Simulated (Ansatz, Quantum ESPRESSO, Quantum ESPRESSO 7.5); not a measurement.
## Sn chain with one atom pushed 1.0 Å aside at constant bond length: ballistic transmission

Wanted: the transmission near the Fermi level and the conductance of this junction: Sn chain with one atom pushed 1.0 Å aside at constant bond length.

Calculated with Quantum ESPRESSO 7.5; plane-wave DFT, LDA, GBRV ultrasoft pseudopotentials (cross-check by Ansatz 0.2.0 with PAW datasets).

### Step 1. The structure

The cell holds 11 atoms: 11 Sn. Cell: a = 7.500 Å, b = 7.500 Å, c = 29.873 Å, α = 90.0°, β = 90.0°, γ = 90.0°. Regions: left lead, 5 atoms (5 Sn); channel, 1 atom (1 Sn); right lead, 5 atoms (5 Sn). Vacuum lies along a and b. The structure is stacked along c, and the current runs across the ab planes.

### Step 2. Self-consistent run

One periodic cell holds a stretch of lead, the junction and more lead; the atoms stay as built.

scf.in

```
&control
  prefix = 'scf'
  outdir = './out'
  pseudo_dir = './pseudo'
  calculation = 'scf'
  tprnfor = .true.
/
&system
  ibrav = 0
  nat = 11
  ntyp = 1
  ecutwfc = 34
  ecutrho = 170
  occupations = 'smearing'
  smearing = 'mv'
  degauss = 0.01
/
&electrons
  conv_thr = 1e-07
  mixing_beta = 0.25
  electron_maxstep = 120
  mixing_mode = 'local-TF'
/
ATOMIC_SPECIES
  Sn  118.7100  sn_lda_v1.4.uspp.F.UPF
CELL_PARAMETERS angstrom
  7.50000000000000 0.00000000000000 0.00000000000000
  0.00000000000000 7.50000000000000 0.00000000000000
  0.00000000000000 0.00000000000000 29.87347538297980
ATOMIC_POSITIONS crystal
  Sn  0.500000000000 0.500000000000 0.000000000000
  Sn  0.500000000000 0.500000000000 0.092054907062
  Sn  0.500000000000 0.500000000000 0.184109814124
  Sn  0.500000000000 0.500000000000 0.276164721186
  Sn  0.500000000000 0.500000000000 0.368219628248
  Sn  0.633333333000 0.500000000000 0.453972546469
  Sn  0.500000000000 0.500000000000 0.539725464690
  Sn  0.500000000000 0.500000000000 0.631780371752
  Sn  0.500000000000 0.500000000000 0.723835278814
  Sn  0.500000000000 0.500000000000 0.815890185876
  Sn  0.500000000000 0.500000000000 0.907945092938
K_POINTS automatic
  1 1 3 0 0 0
```

Started as:

```sh
> OMP_NUM_THREADS=1 mpirun -n 4 pw.x -nk 1 -in scf.in > scf.out
```

The log of the run:

```text
Program PWSCF v.7.5 starts
[citation notice left out]

     Parallel version (MPI & OpenMP), running on       4 processor cores
     Number of MPI processes:                 4
     Threads/MPI process:                     1

     MPI processes distributed on     1 nodes
[...]
Current dimensions of program PWSCF are:
     Max number of different atomic species (ntypx) = 10
     Max number of k-points (npk) =  40000
     Max angular momentum in pseudopotentials (lmaxx) =  4
     Message from routine setup:
     using ibrav=0 with symmetry is DISCOURAGED, use correct ibrav instead

     R & G space division:  proc/nbgrp/npool/nimage =       4
     Subspace diagonalization in iterative solution of the eigenvalue problem:
     a serial algorithm will be used

     Parallelization info
     --------------------
     sticks:   dense  smooth     PW     G-vecs:    dense   smooth      PW
     Min         677     544    138               106083    75930    9672
     Max         678     545    139               106106    75941    9683
     Sum        2709    2177    553               424359   303737   38713

     Using Slab Decomposition

     bravais-lattice index     =            0
     lattice parameter (alat)  =      14.1729  a.u.
     unit-cell volume          =   11339.7865 (a.u.)^3
     number of atoms/cell      =           11
     number of atomic types    =            1
     number of electrons       =       154.00
     number of Kohn-Sham states=           92
     kinetic-energy cutoff     =      34.0000  Ry
     charge density cutoff     =     170.0000  Ry
     scf convergence threshold =      1.0E-07
     mixing beta               =       0.2500
     number of iterations used =            8  local-TF  mixing
     Exchange-correlation=  SLA  PZ   NOGX NOGC
                           (   1   1   0   0   0   0   0)

     celldm(1)=  14.172946  celldm(2)=   0.000000  celldm(3)=   0.000000
     celldm(4)=   0.000000  celldm(5)=   0.000000  celldm(6)=   0.000000

     crystal axes: (cart. coord. in units of alat)
               a(1) = (   1.000000   0.000000   0.000000 )
               a(2) = (   0.000000   1.000000   0.000000 )
               a(3) = (   0.000000   0.000000   3.983130 )

     reciprocal axes: (cart. coord. in units 2 pi/alat)
               b(1) = (  1.000000  0.000000  0.000000 )
               b(2) = (  0.000000  1.000000  0.000000 )
               b(3) = (  0.000000  0.000000  0.251059 )

     PseudoPot. # 1 for Sn read from file:
     ./pseudo/sn_lda_v1.4.uspp.F.UPF
     Pseudo is Ultrasoft + core correction, Zval = 14.0
     Generated by new atomic code, or converted to UPF format
     Using radial grid of  891 points,  6 beta functions with:
                l(1) =   0
                l(2) =   0
                l(3) =   1
                l(4) =   1
                l(5) =   2
                l(6) =   2
     Q(r) pseudized with  8 coefficients,  rinner =    1.350   1.350   1.350
                                                       1.350   1.350

     atomic species   valence    mass     pseudopotential
     Sn               14.00   118.71000     Sn( 1.00)

      2 Sym. Ops. (no inversion) found

   Cartesian axes

     site n.     atom                  positions (alat units)
         1        Sn     tau(   1) = (   0.5000000   0.5000000   0.0000000  )
         2        Sn     tau(   2) = (   0.5000000   0.5000000   0.3666667  )
         3        Sn     tau(   3) = (   0.5000000   0.5000000   0.7333333  )
         4        Sn     tau(   4) = (   0.5000000   0.5000000   1.1000000  )
         5        Sn     tau(   5) = (   0.5000000   0.5000000   1.4666667  )
         6        Sn     tau(   6) = (   0.6333333   0.5000000   1.8082317  )
         7        Sn     tau(   7) = (   0.5000000   0.5000000   2.1497967  )
         8        Sn     tau(   8) = (   0.5000000   0.5000000   2.5164634  )
         9        Sn     tau(   9) = (   0.5000000   0.5000000   2.8831301  )
        10        Sn     tau(  10) = (   0.5000000   0.5000000   3.2497967  )
        11        Sn     tau(  11) = (   0.5000000   0.5000000   3.6164634  )

     number of k points=     2  Marzari-Vanderbilt smearing, width (Ry)=  0.0100
                       cart. coord. in units 2pi/alat
        k(    1) = (   0.0000000   0.0000000   0.0000000), wk =   0.6666667
        k(    2) = (   0.0000000   0.0000000   0.0836863), wk =   1.3333333

     Dense  grid:   424359 G-vectors     FFT dimensions: (  60,  60, 240)

     Smooth grid:   303737 G-vectors     FFT dimensions: (  54,  54, 216)

     Estimated max dynamical RAM per process >     480.60 MB

     Estimated total dynamical RAM >       1.88 GB

     Initial potential from superposition of free atoms

     starting charge     142.9996, renormalised to     154.0000

     negative rho (up, down):  1.722E-04 0.000E+00
     Starting wfcs are   99 randomized atomic wfcs

     total cpu time spent up to now is        1.9 secs

     per-process dynamical memory:   135.6 Mb

     Self-consistent Calculation

     iteration #  1     ecut=    34.00 Ry     beta= 0.25
     Davidson diagonalization with overlap
     ethr =  1.00E-02,  avg # of iterations =  3.0

     negative rho (up, down):  1.487E-01 0.000E+00

     total cpu time spent up to now is        8.1 secs

     total energy              =   -1750.87915067 Ry
     estimated scf accuracy    <      11.88952631 Ry

     iteration #  2     ecut=    34.00 Ry     beta= 0.25
[...]
negative rho (up, down):  3.119E+00 0.000E+00

[...]
total energy              =   -1743.42434147 Ry
     estimated scf accuracy    <      10.48667349 Ry

     iteration #  3     ecut=    34.00 Ry     beta= 0.25
[...]
negative rho (up, down):  1.465E+00 0.000E+00

[...]
total energy              =   -1743.34670443 Ry
     estimated scf accuracy    <      26.81823467 Ry

     iteration #  4     ecut=    34.00 Ry     beta= 0.25
[...]
negative rho (up, down):  7.774E-01 0.000E+00

[...]
total energy              =   -1745.86742551 Ry
     estimated scf accuracy    <       1.70584214 Ry

     iteration #  5     ecut=    34.00 Ry     beta= 0.25
[...]
negative rho (up, down):  4.954E-01 0.000E+00

[...]
total energy              =   -1747.05111700 Ry
     estimated scf accuracy    <       0.54049201 Ry

     iteration #  6     ecut=    34.00 Ry     beta= 0.25
[...]
negative rho (up, down):  4.583E-01 0.000E+00

[...]
total energy              =   -1746.90855242 Ry
     estimated scf accuracy    <       1.62138559 Ry

     iteration #  7     ecut=    34.00 Ry     beta= 0.25
[...]
negative rho (up, down):  1.126E-01 0.000E+00

[...]
total energy              =   -1746.01805006 Ry
     estimated scf accuracy    <       1.08092226 Ry

     iteration #  8     ecut=    34.00 Ry     beta= 0.25
[...]
negative rho (up, down):  7.024E-02 0.000E+00

[...]
total energy              =   -1746.42110175 Ry
     estimated scf accuracy    <       0.13246730 Ry

     iteration #  9     ecut=    34.00 Ry     beta= 0.25
[...]
negative rho (up, down):  2.617E-02 0.000E+00

[...]
total energy              =   -1746.44111173 Ry
     estimated scf accuracy    <       0.00976820 Ry

     iteration # 10     ecut=    34.00 Ry     beta= 0.25
[...]
negative rho (up, down):  1.079E-02 0.000E+00

[...]
total energy              =   -1746.43657125 Ry
     estimated scf accuracy    <       0.01973588 Ry

     iteration # 11     ecut=    34.00 Ry     beta= 0.25
[...]
negative rho (up, down):  2.502E-03 0.000E+00

[...]
total energy              =   -1746.43211248 Ry
     estimated scf accuracy    <       0.00859792 Ry

     iteration # 12     ecut=    34.00 Ry     beta= 0.25
[...]
negative rho (up, down):  1.542E-03 0.000E+00

[...]
total energy              =   -1746.43263066 Ry
     estimated scf accuracy    <       0.00083754 Ry

     iteration # 13     ecut=    34.00 Ry     beta= 0.25
[...]
negative rho (up, down):  1.016E-04 0.000E+00

[...]
total energy              =   -1746.43312629 Ry
     estimated scf accuracy    <       0.00047665 Ry

     iteration # 14     ecut=    34.00 Ry     beta= 0.25
[...]
negative rho (up, down):  3.854E-06 0.000E+00

[...]
total energy              =   -1746.43328745 Ry
     estimated scf accuracy    <       0.00002881 Ry

     iteration # 15     ecut=    34.00 Ry     beta= 0.25
[...]
negative rho (up, down):  2.873E-06 0.000E+00

[...]
total energy              =   -1746.43328285 Ry
     estimated scf accuracy    <       0.00001253 Ry

     iteration # 16     ecut=    34.00 Ry     beta= 0.25
[...]
negative rho (up, down):  6.142E-07 0.000E+00

[...]
total energy              =   -1746.43328338 Ry
     estimated scf accuracy    <       0.00000199 Ry

     iteration # 17     ecut=    34.00 Ry     beta= 0.25
[...]
negative rho (up, down):  1.498E-06 0.000E+00

[...]
total energy              =   -1746.43328386 Ry
     estimated scf accuracy    <       0.00000081 Ry

     iteration # 18     ecut=    34.00 Ry     beta= 0.25
[...]
negative rho (up, down):  2.878E-06 0.000E+00

[...]
total energy              =   -1746.43328443 Ry
     estimated scf accuracy    <       0.00000048 Ry

     iteration # 19     ecut=    34.00 Ry     beta= 0.25
[...]
negative rho (up, down):  5.986E-06 0.000E+00

[...]
total energy              =   -1746.43328418 Ry
     estimated scf accuracy    <       0.00000043 Ry

     iteration # 20     ecut=    34.00 Ry     beta= 0.25
[...]
negative rho (up, down):  5.986E-06 0.000E+00

[...]
End of self-consistent calculation

          k = 0.0000 0.0000 0.0000 ( 37929 PWs)   bands (ev):

   -23.5591 -23.5203 -23.4615 -23.3861 -23.3511 -23.2314 -23.2294 -23.2282
   -23.2236 -23.2124 -23.2026 -23.1913 -23.1852 -23.1595 -23.1542 -23.1373
   -23.1254 -23.1190 -23.1169 -23.1159 -23.1070 -23.0924 -23.0910 -23.0909
   -23.0896 -23.0896 -23.0871 -23.0823 -23.0817 -23.0777 -23.0735 -23.0726
   -23.0642 -23.0637 -23.0596 -23.0566 -23.0566 -23.0482 -23.0477 -23.0474
   -23.0445 -23.0210 -23.0168 -23.0140 -22.9994 -22.9767 -22.9585 -22.9565
   -22.9502 -22.9351 -22.9286 -22.8930 -22.8451 -22.7934 -22.7535 -10.3664
   -10.2050 -10.1703  -9.6876  -9.6702  -8.8139  -8.8071  -7.5816  -7.5466
    -6.0144  -5.9346  -3.9357  -3.7245  -2.7502  -2.7129  -2.5817  -2.5702
    -2.5503  -2.5456  -2.1433  -2.1417  -2.0144  -2.0076  -1.4920  -1.4448
    -1.1383  -1.1378  -0.9525  -0.8251  -0.3183  -0.1069  -0.0403  -0.0212
     0.6190   0.9614   0.9829   1.0309

          k = 0.0000 0.0000 0.0837 ( 37997 PWs)   bands (ev):

   -23.5590 -23.5215 -23.4549 -23.4064 -23.3194 -23.2656 -23.2335 -23.2323
   -23.2198 -23.2108 -23.2051 -23.1853 -23.1697 -23.1515 -23.1484 -23.1379
   -23.1203 -23.1189 -23.1166 -23.1161 -23.1093 -23.1050 -23.0917 -23.0913
   -23.0907 -23.0899 -23.0876 -23.0826 -23.0817 -23.0736 -23.0730 -23.0682
   -23.0656 -23.0643 -23.0641 -23.0568 -23.0568 -23.0502 -23.0484 -23.0478
   -23.0478 -23.0395 -23.0249 -23.0016 -22.9969 -22.9681 -22.9592 -22.9483
   -22.9417 -22.9359 -22.9305 -22.9086 -22.8434 -22.7920 -22.7539 -10.3530
   -10.2756 -10.0580  -9.8860  -9.4306  -9.1414  -8.4375  -8.0217  -7.0666
    -6.5311  -5.4697  -4.3846  -3.2520  -2.7339  -2.7309  -2.6757  -2.6624
    -2.4553  -2.4163  -2.3340  -2.2322  -1.9353  -1.8132  -1.7532  -1.4612
    -1.4324  -1.0311  -0.7877  -0.6219  -0.4157  -0.1965   0.1592   0.3526
     0.4565   0.7120   0.7919   1.0306

     the Fermi energy is    -1.9224 ev

!    total energy              =   -1746.43328432 Ry
     estimated scf accuracy    <       0.00000005 Ry
     smearing contrib. (-TS)   =      -0.00070303 Ry
     internal energy E=F+TS    =   -1746.43258130 Ry

     The total energy is F=E-TS. E is the sum of the following terms:
     one-electron contribution =   -1939.68655564 Ry
     hartree contribution      =    1011.49018007 Ry
     xc contribution           =    -464.69954998 Ry
     ewald contribution        =    -353.53665575 Ry

     convergence has been achieved in  20 iterations

     negative rho (up, down):  5.986E-06 0.000E+00

     Forces acting on atoms (cartesian axes, Ry/au):

     atom    1 type  1   force =    -0.00036699    0.00000000   -0.00152512
     atom    2 type  1   force =     0.00029840    0.00000000   -0.00477076
     atom    3 type  1   force =     0.00062307    0.00000000    0.00294964
     atom    4 type  1   force =     0.00230284    0.00000000    0.00504737
     atom    5 type  1   force =    -0.00460912    0.00000000   -0.00271314
     atom    6 type  1   force =     0.00350342    0.00000000    0.00000326
     atom    7 type  1   force =    -0.00460976    0.00000000    0.00270239
     atom    8 type  1   force =     0.00230366    0.00000000   -0.00504825
     atom    9 type  1   force =     0.00062353    0.00000000   -0.00294857
     atom   10 type  1   force =     0.00029852    0.00000000    0.00477083
     atom   11 type  1   force =    -0.00036759    0.00000000    0.00153235

     Total force =     0.014136     Total SCF correction =     0.000172

[...]
=------------------------------------------------------------------------------=
   JOB DONE.
=------------------------------------------------------------------------------=
```

Wall time 1.9 min (4 MPI ranks of Arm Neoverse V2, shared host); peak memory 2 GiB; 7.5 min of CPU time.

Read from the output:

- free energy: -23761.4353 eV
- Fermi energy: -1.922 eV

The program's own clock; routines nest. Time by routine:

```csv
routine,wall time (s),calls
PWSCF,112,1
electrons,109,1
c_bands,77.33,20
cegterg,76.05,40
h_psi,47.94,141
fftw,39.2,23984
vloc_psi,35.39,141
sum_band,15.79,20
mix_rho,9.27,20
calbec,8.77,189
newd,6.63,21
h_psi:calbec,6.13,141
s_psi,6.1,141
add_vuspsi,6.1,141
```

The run needed 20 iterations to bring the estimated error under 1e-07 Ry; the largest force on any atom, held or free, is 0.14 eV/Å.

(Continued in part 2 of 4.)

[Logs are printed without paths, hosts, clocks, repeated set-up lines and the standing remarks that a program may print on its own settings, such as how far it seeks lower states.]

[Hosts, paths, dates, database ids (printed as entryN), source tags and the programs' standing remarks are cut or masked in the printed files.]

[Maps of the electrostatic potential energy from Ansatz leave out the sawtooth potential of an applied field or a dipole correction, so their vacuum need not be flat; planar profiles and work functions include it.]
